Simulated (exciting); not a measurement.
Consider LiCNO, space group R3m.

```
O N C Li
1.0
     1.64399    0.94916    4.76205
    -1.64399    0.94916    4.76205
     0.00000   -1.89831    4.76205
O N C Li
1 1 1 1
Direct
  0.58332 0.58332 0.58332
  0.41396 0.41396 0.41396
  0.49746 0.49746 0.49746
  0.00526 0.00526 0.00526
```

Absorber: atom 2, with 1 C at 1.19 Å (terminal, site symmetry 3m). Method: exciting, all-electron LAPW+lo, LDA, exchange and screened direct term (singlet BSE), 4×4×4 shifted k points, 18 conduction bands, |G+q| up to 3 bohr⁻¹, full RPA screening with nempty = 40, Lorentzian half width 0.45 eV.

Question: What does the N K spectrum look like, and is there a bound core exciton?

Bound core exciton? Yes on this mesh: the first bright state (over 5 % of the brightest) lies at -3.72 eV from the Kohn–Sham onset and at -3.99 eV from the lowest bare transition of its own mesh; weaker or dark states reach down to -3.85 eV. Maxima (height): -3.7 eV (1.00) and 4.1 eV (0.38).

Energy from the Kohn–Sham onset, core level to the lowest empty state found on the meshes used; Im ε in relative units:

| E (eV) | Im ε |
| --- | --- |
| -7.0 | 0.02 |
| -6.5 | 0.03 |
| -6.0 | 0.04 |
| -5.5 | 0.06 |
| -5.0 | 0.12 |
| -4.5 | 0.26 |
| -4.0 | 0.73 |
| -3.5 | 0.82 |
| -3.0 | 0.32 |
| -2.5 | 0.23 |
| -2.0 | 0.16 |
| -1.5 | 0.08 |
| -1.0 | 0.07 |
| -0.5 | 0.08 |
| 0.0 | 0.10 |
| 0.5 | 0.10 |
| 1.0 | 0.10 |
| 1.5 | 0.12 |
| 2.0 | 0.12 |
| 2.5 | 0.14 |
| 3.0 | 0.18 |
| 3.5 | 0.25 |
| 4.0 | 0.37 |
| 4.5 | 0.34 |
| 5.0 | 0.23 |
| 5.5 | 0.18 |
| 6.0 | 0.13 |
| 6.5 | 0.11 |
| 7.0 | 0.09 |
| 7.5 | 0.09 |
| 8.0 | 0.07 |
| 8.5 | 0.07 |
| 9.0 | 0.06 |
| 9.5 | 0.06 |
| 10.0 | 0.05 |
| 10.5 | 0.04 |
| 11.0 | 0.04 |
| 11.5 | 0.04 |
| 12.0 | 0.05 |
| 12.5 | 0.03 |
| 13.0 | 0.03 |
| 13.5 | 0.02 |
| 14.0 | 0.02 |
| 14.5 | 0.03 |
| 15.0 | 0.03 |
| 15.5 | 0.04 |
| 16.0 | 0.04 |
| 16.5 | 0.04 |
| 17.0 | 0.05 |
| 17.5 | 0.05 |
| 18.0 | 0.06 |
| 18.5 | 0.07 |
| 19.0 | 0.08 |

A mesh of 64 points doesn't converge binding energies, and fine structure above the first lines is partly noise of the mesh. The kernel cutoff is low for a compact core orbital, so the effect of exchange is a lower bound. The zero comes from the unshifted 4×4×4 ground-state mesh; it is exact only where the band minimum lies on that mesh. The Kohn–Sham onset, 375 eV, is no photon energy: the scale needs a rigid shift. No quasiparticle correction widens the gap or stretches the bands. Vibrations and energy-dependent lifetimes are left out. The structure is a Materials Project entry, computed there, and may be a hypothetical form.

[Banner, clock and machine lines of the logs are left out without a mark of their own.]

[Logs are printed without paths, hosts, clocks, repeated set-up lines and the standing remarks that a program may print on its own settings, such as how far it seeks lower states.]

[Hosts, paths, dates, database ids (printed as entryN), source tags and the programs' standing remarks are cut or masked in the printed files.]
